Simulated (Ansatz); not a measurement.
G0W0 rungs for LiCl (Fm-3m).

```
Li Cl
1.0
     0.00000    2.57150    2.57150
     2.57150    0.00000    2.57150
     2.57150    2.57150    0.00000
Li Cl
1 1
Direct
  0.00000 0.00000 0.00000
  0.50000 0.50000 0.50000
```

The cell and positions come from the Crystallography Open Database and are kept as given unless a step says otherwise.

Runs so far (Ansatz 0.2.0, start PBE, PAW set soft_1 files, 6×6×6 mesh). Times are wall times on 1 × NVIDIA GB200 (shared by 2 runs) with 24 threads of Arm Neoverse V2, shared host, good to a factor of about two.

| bands summed | cutoff (eV) | gap on the mesh (eV) | time |
| --- | --- | --- | --- |
| 40 | 60 | 8.493 | 2.6 s |
| 106 | 120 | 8.712 | 2.6 s |

Q: What should the next rung give, with 223 bands and screening to 200 eV, and where is the limit?

The error falls about as one over the bands when the cutoff rises with them. A line through the two highest rungs given predicts 8.782 eV; the run gave 8.836 eV, a miss of 0.054 eV, so the law fails here: the steps don't follow it yet. The two highest rungs put the limit near 8.949 eV, the pair below near 8.845 eV; neither can be trusted until a further rung is run.

Gaps are over the mesh's points; an edge off the mesh would be missed. Limits: not at the basis limit.

[Paths, hosts, dates, memory and timing lines, banners, echoed tables and standing remarks are left out of the program output.]

[Logs are printed without paths, hosts, clocks, repeated set-up lines and the standing remarks that a program may print on its own settings, such as how far it seeks lower states.]

[Runs of the session that timed out or met a known fault of the program may be left out.]

[Cells called generated may have been cut or substituted from an entry of the Crystallography Open Database or the Materials Project.]

[Hosts, paths, dates, database ids (printed as entryN), source tags and the programs' standing remarks are cut or masked in the printed files.]
